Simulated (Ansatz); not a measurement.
## Al wire along [110], 35 atoms a period: bands along the axis

What gap, if any, does the Al wire along [110], 35 atoms a period have, and how many channels would it open?

Main program and level: Ansatz 0.2.0; DFT PBE, plane waves, PAW; relaxation of a wire's period; PAW set soft_1, in the first sound run; inputs show where later runs differ.

### Step 1. Set-up

The cell holds 35 atoms: 35 Al. Its edges and angles: a = 18.920 Å, b = 21.084 Å, c = 2.857 Å, α = 90.0°, β = 90.0°, γ = 90.0°. Vacuum lies along a and b. The structure's axis is c.

### Step 2. Relaxation of atoms and period

Band widths follow the bond lengths, so the wire is relaxed first. The atoms and the third cell vector are free; the box across stays fixed as vacuum. A Fermi-Dirac smearing is set since the result may be a metal. The pressure printed is a third of the stress's trace over the whole box, vacuum included; only the stress along the axis is relaxed.

File input.yaml:

```yaml
crystal:
  lattice:
    - [18.92, 0.0, 0.0]
    - [0.0, 21.084, 0.0]
    - [0.0, 0.0, 2.856711396]
  atoms:
    - { symbol: Al, position: [0.286469345, 0.364497586, 0.0] }
    - { symbol: Al, position: [0.286469345, 0.229005677, 0.0] }
    - { symbol: Al, position: [0.286469345, 0.499989494, 0.0] }
    - { symbol: Al, position: [0.5, 0.364497586, 0.0] }
    - { symbol: Al, position: [0.5, 0.229005677, 0.0] }
    - { symbol: Al, position: [0.5, 0.499989494, 0.0] }
    - { symbol: Al, position: [0.713530655, 0.364497586, 0.0] }
    - { symbol: Al, position: [0.713530655, 0.229005677, 0.0] }
    - { symbol: Al, position: [0.713530655, 0.499989494, 0.0] }
    - { symbol: Al, position: [0.179704017, 0.296751631, 0.5] }
    - { symbol: Al, position: [0.179704017, 0.43224354, 0.5] }
    - { symbol: Al, position: [0.179704017, 0.567735448, 0.5] }
    - { symbol: Al, position: [0.179704017, 0.703227356, 0.5] }
    - { symbol: Al, position: [0.393234672, 0.161259723, 0.5] }
    - { symbol: Al, position: [0.393234672, 0.296751631, 0.5] }
    - { symbol: Al, position: [0.393234672, 0.43224354, 0.5] }
    - { symbol: Al, position: [0.393234672, 0.567735448, 0.5] }
    - { symbol: Al, position: [0.393234672, 0.703227356, 0.5] }
    - { symbol: Al, position: [0.393234672, 0.838719265, 0.5] }
    - { symbol: Al, position: [0.606765328, 0.161259723, 0.5] }
    - { symbol: Al, position: [0.606765328, 0.296751631, 0.5] }
    - { symbol: Al, position: [0.606765328, 0.43224354, 0.5] }
    - { symbol: Al, position: [0.606765328, 0.567735448, 0.5] }
    - { symbol: Al, position: [0.606765328, 0.703227356, 0.5] }
    - { symbol: Al, position: [0.606765328, 0.838719265, 0.5] }
    - { symbol: Al, position: [0.820295983, 0.296751631, 0.5] }
    - { symbol: Al, position: [0.820295983, 0.43224354, 0.5] }
    - { symbol: Al, position: [0.820295983, 0.567735448, 0.5] }
    - { symbol: Al, position: [0.820295983, 0.703227356, 0.5] }
    - { symbol: Al, position: [0.286469345, 0.635481402, 0.0] }
    - { symbol: Al, position: [0.286469345, 0.770973311, 0.0] }
    - { symbol: Al, position: [0.5, 0.635481402, 0.0] }
    - { symbol: Al, position: [0.5, 0.770973311, 0.0] }
    - { symbol: Al, position: [0.713530655, 0.635481402, 0.0] }
    - { symbol: Al, position: [0.713530655, 0.770973311, 0.0] }
kpoints:
  mp_grid: { grid: [1, 1, 29] }
scf:
  occupations: { method: fermi_dirac, width: 0.05 }
hamiltonian:
  xc: pbe
  pseudopotentials: { kind: paw, azcp: { folder: soft_1 } }
relax:
  cell: { fix: [a, b, alpha, beta, gamma] }
  max_steps: 45
  f_tol: 0.03
```

Command:

```
$ ansatz run input.yaml --threads 16 --pin off --max-ram 61440MiB --backend cuda --events-out ev --progress --plain --runs-dir out --max-vram 78GiB
```

Numbers of over 12 decimals in the logs are rounded to 6 here.

The program printed:

```text
Engine: ansatz 0.2.0, aarch64-unknown-linux-gnu
Pseudopotentials: kind: paw
Pseudopotential: Al, paw, valence charge 3, recommended cutoff 420 eV (normal), soft_1/Al.paw.azcp
Functional definition: PBE
  parameter kappa = 0.804
  parameter beta = 0.066725
  exchange = pbe_x(kappa = kappa, mu = beta*pi^2/3)
  correlation = pbe_c(beta = beta)
[...]
Crystal: 35 atoms, lattice volume = 1139.569 Å³
Basis set: ecut = 420 eV, 22273 PW (Γ), exchange–correlation on 256×288×40 points (8 copies of the dense FFT grid, shifted against one another)
Bands: 88, of which v1, the nominal top of the filled ones, is band 53 counted from 1 (52 counted from 0)
Symmetry: 8 space group operations
Space group: Pmmm (ITA 47), of the structure as read, at distance tolerance 1.0e-4 Å
k-points: 15 of 29
Non-local potential: Al, projectors of the file, l = 0: 2, l = 1: 2, l = 2: 1
PAW form: soft (Blöchl's): semilocal exchange-correlation on the pseudo side does not see the compensation charge
PAW one-centre angular grid: Al, 110 points (default); XC on 64 Gauss nodes
Initial density: superposition of atomic densities (neutral atoms: chi_scale 0, normalization atom)
Initial wavefunctions: pseudopotential atomic-orbital guess
[...]
Functional: x = pbe(κ = 0.804, μ = 0.219515), c = pbe(β = 0.066725)
SCF iter   1: F=—  HF=-18810.353599 eV  |F-HF|=—  |Δ(HF+E_count)|=         —  Δρ=2.13e-2  dr2=7.16e1  ethr=3.10e-3  ⟨swp⟩=8.1  Hψ=7364  notcnv=0  defer=135
preconditioner: auto → LDOS  [metal: Δε(μ)=0.002 eV  Ē_g=6.455 eV  σ=0.050 eV  W_gap=0.01  n_scr=110 (ndim 8)  ℏωp=11.3 eV  f_vac=0.284  D(μ)=12.63/eV (n_scr^D=64)  β→1.0]
SCF iter   2: F=—  HF=-18806.790679 eV  |F-HF|=—  |Δ(HF+E_count)|=    3.56e0  Δρ=1.56e-2  dr2=4.60e1  ethr=3.10e-3  ⟨swp⟩=5.5  Hψ=3961  notcnv=0  defer=239
[...]
SCF iter   9: F=-18803.759868 eV  HF=-18803.759868 eV  |F-HF|=1.78e-9  |Δ(HF+E_count)|=   8.25e-8  Δρ=6.07e-7  dr2=1.09e-8  ethr=9.52e-11  ⟨swp⟩=5.0  Hψ=4341  notcnv=0
SCF 1 converged in 9 iterations: F = -18803.759868 eV  dr2 = 1.09e-8
  greatest PAW one-centre occupation: 0.486 electrons in one spin orbital (limit 2), on the Al atom at site 25 (counted from 0), in its partial waves of l = 0
relax step   1: F+E_penalty+E_count = -18803.75986826 eV  Δ(F+E_penalty+E_count) = +0.000e0 eV  max|allowed force component| = 2.697e-1 eV/Å  Δτ_max = 0.0000 Å  P = -0.990 GPa  Ω = 1139.569 Å³  fix = [a, b, alpha, beta, gamma]  reactions: a -0.169, b -1.226 GPa  (9 SCF iters, dr2 threshold 1.00e-7 eV, accepted)
[...]
Crystal: 35 atoms, lattice volume = 1112.403 Å³
Basis set: ecut = 420 eV, 21861 PW (Γ), exchange–correlation on 256×288×40 points (8 copies of the dense FFT grid, shifted against one another)
[...]
iter 1 solved again at ethr=9.01e-4 eV; its pass at ethr=3.10e-3 eV (dr2=9.46e-1 eV) is discarded
SCF iter   1: F=—  HF=-18804.117029 eV  |F-HF|=—  |Δ(HF+E_count)|=         —  Δρ=3.26e-3  dr2=9.63e-1  ethr=9.01e-4  ⟨swp⟩=6.5  Hψ=7030  notcnv=0  defer=4
preconditioner: auto → LDOS  [metal: Δε(μ)=0.007 eV  Ē_g=6.325 eV  σ=0.050 eV  W_gap=0.03  n_scr=110 (ndim 8)  ℏωp=11.4 eV  f_vac=0.322  D(μ)=14.99/eV (n_scr^D=78)  β→1.0]
SCF iter   2: F=—  HF=-18804.034009 eV  |F-HF|=—  |Δ(HF+E_count)|=   8.30e-2  Δρ=1.22e-3  dr2=6.98e-2  ethr=9.01e-4  ⟨swp⟩=2.6  Hψ=2045  notcnv=0  defer=61
[...]
SCF iter   6: F=-18804.028715 eV  HF=-18804.028715 eV  |F-HF|=4.44e-7  |Δ(HF+E_count)|=   2.15e-6  Δρ=4.95e-6  dr2=1.13e-6  ethr=3.33e-9  ⟨swp⟩=5.7  Hψ=4579  notcnv=0
SCF 2 converged in 6 iterations: F = -18804.028715 eV  dr2 = 1.13e-6
  greatest PAW one-centre occupation: 0.485 electrons in one spin orbital (limit 2), on the Al atom at site 28 (counted from 0), in its partial waves of l = 0
relax step   2: F+E_penalty+E_count = -18804.02871469 eV  Δ(F+E_penalty+E_count) = -2.688e-1 eV  max|allowed force component| = 1.408e-1 eV/Å  Δτ_max = 0.1919 Å  P = +0.357 GPa  Ω = 1112.403 Å³  energy of the carried Pulay correction = +3.088e-3 eV  fix = [a, b, alpha, beta, gamma]  reactions: a +0.385, b +0.284 GPa  (6 SCF iters, dr2 threshold 3.50e-6 eV, accepted)
[...]
Crystal: 35 atoms, lattice volume = 1115.656 Å³
[...]
iter 1 solved again at ethr=1.70e-4 eV; its pass at ethr=3.10e-3 eV (dr2=1.79e-1 eV) is discarded
[...]
SCF 3 converged in 5 iterations: F = -18804.056498 eV  dr2 = 1.14e-6
relax step   3: F+E_penalty+E_count = -18804.05649786 eV  Δ(F+E_penalty+E_count) = -2.778e-2 eV  max|allowed force component| = 3.336e-2 eV/Å  Δτ_max = 0.0757 Å  P = +0.002 GPa  Ω = 1115.656 Å³  energy of the carried Pulay correction = +2.714e-3 eV  fix = [a, b, alpha, beta, gamma]  reactions: a +0.058, b -0.082 GPa  (5 SCF iters, dr2 threshold 1.24e-6 eV, accepted)
[...]
SCF 4 converged in 5 iterations: F = -18804.058006 eV  dr2 = 6.26e-8
relax step   4: F+E_penalty+E_count = -18804.05800637 eV  Δ(F+E_penalty+E_count) = -1.509e-3 eV  max|allowed force component| = 4.804e-3 eV/Å  Δτ_max = 0.0213 Å  P = +0.010 GPa  Ω = 1116.135 Å³  energy of the carried Pulay correction = +2.659e-3 eV  fix = [a, b, alpha, beta, gamma]  reactions: a +0.063, b -0.044 GPa  (5 SCF iters, dr2 threshold 6.96e-8 eV, accepted)
[...]
SCF 5 converged in 5 iterations: F = -18804.055782 eV  dr2 = 8.95e-11
[...]
relax step   5: F+E_penalty+E_count = -18804.05578182 eV  Δ(F+E_penalty+E_count) = +2.225e-3 eV  max|allowed force component| = 4.761e-3 eV/Å  Δτ_max = 0.0000 Å  P = +0.007 GPa  Ω = 1116.135 Å³  fix = [a, b, alpha, beta, gamma]  reactions: a +0.061, b -0.046 GPa  stress off target by 5.27e-3 GPa on what of the cell is left free  SCF on the basis re-selected at this cell (its energy is not comparable with the rows above)  (5 SCF iters)
[...]
SCF converged after 5 iterations
[...]
k-point 2: bands = [... 49 lower, 1.5121, 2.2626, 2.3964, 2.4060, 2.4465, 2.5090, 2.5911, 2.9043, ... 7 higher]
  k-point 14: bands = [... 49 lower, 1.4901, 1.6399, 1.9099, 1.9552, 2.0491, 2.1839, 2.2370, 2.2870, ... 7 higher]
--- Relaxed structure (4 steps of the walk, 4 accepted, 1 SCFs on fresh bases) ---
  F+E_penalty+E_count = -18804.05578182 eV   max|allowed force component| = 4.761e-3 eV/Å   (the final SCF, on the basis selected at the relaxed cell)
  cell:  # Å, volume = 1116.1350 Å³
    - [18.92, 0.0, 0.0]
    - [0.0, 21.084, 0.0]
    - [0.0, 0.0, 2.797967]
  atoms:
    - { symbol: Al, position: [0.285740, 0.367708, 0.0] }
    - { symbol: Al, position: [0.282033, 0.235637, 0.0] }
    - { symbol: Al, position: [0.282365, 0.499989, 0.0] }
    - { symbol: Al, position: [0.5, 0.363468, 0.0] }
    - { symbol: Al, position: [0.5, 0.224695, 0.0] }
    - { symbol: Al, position: [0.5, 0.499989, 0.0] }
    - { symbol: Al, position: [0.714260, 0.367708, 0.0] }
    - { symbol: Al, position: [0.717967, 0.235637, 0.0] }
    - { symbol: Al, position: [0.717635, 0.499989, 0.0] }
    - { symbol: Al, position: [0.176401, 0.301319, 0.500000] }
    - { symbol: Al, position: [0.174328, 0.432671, 0.500000] }
    - { symbol: Al, position: [0.174328, 0.567308, 0.500000] }
    - { symbol: Al, position: [0.176401, 0.698660, 0.500000] }
    - { symbol: Al, position: [0.386664, 0.169064, 0.500000] }
    - { symbol: Al, position: [0.393928, 0.299593, 0.500000] }
    - { symbol: Al, position: [0.391725, 0.433690, 0.500000] }
    - { symbol: Al, position: [0.391725, 0.566289, 0.500000] }
    - { symbol: Al, position: [0.393928, 0.700386, 0.500000] }
    - { symbol: Al, position: [0.386664, 0.830915, 0.500000] }
    - { symbol: Al, position: [0.613336, 0.169064, 0.500000] }
    - { symbol: Al, position: [0.606072, 0.299593, 0.500000] }
    - { symbol: Al, position: [0.608275, 0.433690, 0.500000] }
    - { symbol: Al, position: [0.608275, 0.566289, 0.500000] }
    - { symbol: Al, position: [0.606072, 0.700386, 0.500000] }
    - { symbol: Al, position: [0.613336, 0.830915, 0.500000] }
    - { symbol: Al, position: [0.823599, 0.301319, 0.500000] }
    - { symbol: Al, position: [0.825672, 0.432671, 0.500000] }
    - { symbol: Al, position: [0.825672, 0.567308, 0.500000] }
    - { symbol: Al, position: [0.823599, 0.698660, 0.500000] }
    - { symbol: Al, position: [0.285740, 0.632271, 0.0] }
    - { symbol: Al, position: [0.282033, 0.764342, 0.0] }
    - { symbol: Al, position: [0.5, 0.636511, 0.0] }
    - { symbol: Al, position: [0.5, 0.775284, 0.0] }
    - { symbol: Al, position: [0.714260, 0.632271, 0.0] }
    - { symbol: Al, position: [0.717967, 0.764342, 0.0] }
```

Run time: 5.6 s. Hardware: 1 × NVIDIA GB200 with 16 threads of Arm Neoverse V2, shared host; peak memory 1.3 GiB; 41 s of CPU time.

Relaxation path:

```
step  energy less that of the first step (eV)  largest force component (eV/Å)  pressure (GPa)  volume (Å³)
   1                                   0.0000                          0.2697           -0.99      1139.57
   2                                  -0.2688                          0.1408            0.36      1112.40
   3                                  -0.2966                          0.0334            0.00      1115.66
   4                                  -0.2981                          0.0048            0.01      1116.14
   5                                  -0.2959                          0.0048            0.01      1116.14
```

The log counts 1 steps on a newly chosen plane-wave basis, not all of them marked here; energy and pressure can jump at such steps.

Forces are held to the 8 operations that the run works with; a distortion that breaks them can't arise in this run.

```csv
cell as run,before,after,change
c (Å),2.857,2.798,-2.1 %
```

The atoms that moved most (Å, along periodic axes as changes of fractional coordinates times the final cell, across vacuum about the mean position):

| atom | dx | dy | dz | length |
| --- | --- | --- | --- | --- |
| Al25 | 0.124 | -0.165 | 0.000 | 0.206 |
| Al19 | -0.124 | -0.165 | 0.000 | 0.206 |
| Al14 | -0.124 | 0.165 | 0.000 | 0.206 |
| Al20 | 0.124 | 0.165 | 0.000 | 0.206 |
| Al31 | -0.084 | -0.140 | 0.000 | 0.163 |
| Al35 | 0.084 | -0.140 | 0.000 | 0.163 |
| Al8 | 0.084 | 0.140 | 0.000 | 0.163 |
| Al2 | -0.084 | 0.140 | 0.000 | 0.163 |

Numbers from this step:

```yaml
energy_at_zero_smearing: -18803.9924 eV
cell_length_along_the_wire: 2.798 Å
```

The cell's length comes to 2.798 Å with spin left out.

### Step 3. Bands of the perfect wire

This step: DFT PBE, plane waves, PAW; bands of a perfect wire; PAW set soft_1 (Ansatz 0.2.0).

At the relaxed period the bands are computed along the axis; those that cross an energy going forward count the channels that a perfect wire would open there.

File input.yaml:

```yaml
crystal:
  lattice:
    - [18.92, 0.0, 0.0]
    - [0.0, 21.084, 0.0]
    - [0.0, 0.0, 2.7979669243]
  atoms:
    - { symbol: Al, position: [0.285739607, 0.367707943, 0.0] }
    - { symbol: Al, position: [0.282033109, 0.235636971, 0.0] }
    - { symbol: Al, position: [0.282364631, 0.499989494, 0.0] }
    - { symbol: Al, position: [0.5, 0.363467555, 0.0] }
    - { symbol: Al, position: [0.5, 0.22469482, 0.0] }
    - { symbol: Al, position: [0.5, 0.499989494, 0.0] }
    - { symbol: Al, position: [0.714260393, 0.367707943, 0.0] }
    - { symbol: Al, position: [0.717966891, 0.235636971, 0.0] }
    - { symbol: Al, position: [0.717635369, 0.499989494, 0.0] }
    - { symbol: Al, position: [0.176400826, 0.301319151, 0.5] }
    - { symbol: Al, position: [0.174327798, 0.432671164, 0.5] }
    - { symbol: Al, position: [0.174327798, 0.567307824, 0.5] }
    - { symbol: Al, position: [0.176400826, 0.698659836, 0.5] }
    - { symbol: Al, position: [0.386664053, 0.169063946, 0.5] }
    - { symbol: Al, position: [0.393927681, 0.299593331, 0.5] }
    - { symbol: Al, position: [0.391724649, 0.433690414, 0.5] }
    - { symbol: Al, position: [0.391724649, 0.566288573, 0.5] }
    - { symbol: Al, position: [0.393927681, 0.700385657, 0.5] }
    - { symbol: Al, position: [0.386664053, 0.830915042, 0.5] }
    - { symbol: Al, position: [0.613335947, 0.169063946, 0.5] }
    - { symbol: Al, position: [0.606072319, 0.299593331, 0.5] }
    - { symbol: Al, position: [0.608275351, 0.433690414, 0.5] }
    - { symbol: Al, position: [0.608275351, 0.566288573, 0.5] }
    - { symbol: Al, position: [0.606072319, 0.700385657, 0.5] }
    - { symbol: Al, position: [0.613335947, 0.830915042, 0.5] }
    - { symbol: Al, position: [0.823599174, 0.301319151, 0.5] }
    - { symbol: Al, position: [0.825672202, 0.432671164, 0.5] }
    - { symbol: Al, position: [0.825672202, 0.567307824, 0.5] }
    - { symbol: Al, position: [0.823599174, 0.698659836, 0.5] }
    - { symbol: Al, position: [0.285739607, 0.632271045, 0.0] }
    - { symbol: Al, position: [0.282033109, 0.764342017, 0.0] }
    - { symbol: Al, position: [0.5, 0.636511432, 0.0] }
    - { symbol: Al, position: [0.5, 0.775284168, 0.0] }
    - { symbol: Al, position: [0.714260393, 0.632271045, 0.0] }
    - { symbol: Al, position: [0.717966891, 0.764342017, 0.0] }
kpoints:
  mp_grid: { grid: [1, 1, 29] }
  band_path: { path: ["Γ", Z], npoints: 90 }
scf:
  occupations: { method: fermi_dirac, width: 0.05 }
hamiltonian:
  xc: pbe
  pseudopotentials: { kind: paw, azcp: { folder: soft_1 } }
output:
  dos: { e_range: [-5, 4] }
  write_potential: true
  write_density: true
  volumetric_format: npy
```

The program printed:

```text
[...]
device memory: the entry about to start is reckoned to put 24.9 GiB on a device that reports 152.0 GiB free (of which the cap on the GPU budget leaves the run 78.0 GiB)
GPU FFT provider: cuFFT
GPU libraries: cuBLAS 13.8.1, cuFFT 12.4.0, cuSOLVER 12.3.2
GPU matrix products: emulated (plane waves: as basis.precision tells), large ones in fixed point in workspaces of 1.00 GiB
Crystal: 35 atoms, lattice volume = 1116.135 Å³
Basis set: ecut = 420 eV, 21905 PW (Γ)
Bands: 88, of which v1, the nominal top of the filled ones, is band 53 counted from 1 (52 counted from 0)
[... 1 set-up line as in the run before ...]
[...]
k-points: 15 of 29
[...]
GPU buffer pool allocated for 368640 grid points (all kernels)
GPU transforms: local potential and band sums: pruned to the plane-wave sphere, on 125×144×20
[...]
SCF iter   1: F=—  HF=-18810.915075 eV  |F-HF|=—  |Δ(HF+E_count)|=         —  Δρ=2.19e-2  dr2=7.01e1  ethr=3.10e-3  ⟨swp⟩=8.0  Hψ=7454  notcnv=0  defer=126
[...]
SCF iter   9: F=-18804.057740 eV  HF=-18804.057740 eV  |F-HF|=8.68e-9  |Δ(HF+E_count)|=   1.16e-7  Δρ=1.06e-6  dr2=3.35e-8  ethr=9.52e-11  ⟨swp⟩=27.1  Hψ=9450  notcnv=0
SCF 1 converged in 9 iterations: F = -18804.057740 eV  dr2 = 3.35e-8
[...]
NSCF: frozen V_eff on 91 k-points
WARN: The output density's exchange-correlation potential varies sharply where the density is thin. Do not read a vacuum level from v_tot or v_xc, or from such a field of the output density. On a cell that repeats whose density bears no net charge and no dipole along the vacuum's axis use v_es (v_loc + v_h of the components); under efield.dipole_correction with no amplitude use v_es + v_field, which holds any externa [...]
SCF converged after 9 iterations
Free energy (F): -18804.057740 eV
[...]
Internal energy: -18803.931026 eV  (E = F + TS)
E sigma→0 (E₀):  -18803.994383 eV
Entropy (-TS):   -0.126714 eV (-3.620 meV/atom)
Fermi energy:    2.268287 eV
[...]
--- Band table (eV; the first three rows and the last of 15) ---
  k-point 0: bands = [... 49 lower, 1.4295, 2.1813, 2.3219, 2.3230, 2.3650, 2.4278, 2.5123, 2.8230, ... 31 higher]
  k-point 1: bands = [... 49 lower, 1.4501, 2.2017, 2.3407, 2.3438, 2.3854, 2.4481, 2.5321, 2.8434, ... 31 higher]
  k-point 2: bands = [... 49 lower, 1.5121, 2.2626, 2.3964, 2.4061, 2.4465, 2.5090, 2.5911, 2.9044, ... 31 higher]
  k-point 14: bands = [... 49 lower, 1.4902, 1.6399, 1.9100, 1.9553, 2.0492, 2.1839, 2.2370, 2.2870, ... 31 higher]
```

Elapsed: 5 s, on 1 × NVIDIA GB200 with 16 threads; peak memory 1.6 GiB.

Numbers from this step:

* energy at zero smearing: -18803.9944 eV
* band gap: 0 eV

Electronic bands along the path, in eV, zero at the Fermi level; # counts the bands kept:

```csv
point,#40,#41,#42,#43,#44,#45,#46,#47
Γ,-0.94,-0.86,-0.84,-0.09,0.05,0.05,0.10,0.16
halfway,-0.50,-0.35,-0.20,-0.09,0.17,0.22,0.24,0.45
Z,-0.98,-0.76,-0.68,-0.51,-0.47,-0.32,-0.27,-0.14
```

Between Γ and Z the bands cross the Fermi level 24 times, so a perfect wire would conduct at least 24 G₀, with spin left out.

### Step 4. Outcome

```json
{
 "cell length, PBE": "2.798 Å",
 "ballistic conductance by band crossings, a lower bound, PBE": "24 G₀"
}
```

What this shows: Under PBE the cell's length is 2.80 Å, and the bands cross the Fermi level 24 times between Γ and Z, which gives a perfect wire at least 24 G₀ (opposite crossings within one step of the path cancel in such a count).

[Logs are printed without paths, hosts, clocks, repeated set-up lines and the standing remarks that a program may print on its own settings, such as how far it seeks lower states.]

[Hosts, paths, dates, database ids (printed as entryN), source tags and the programs' standing remarks are cut or masked in the printed files.]
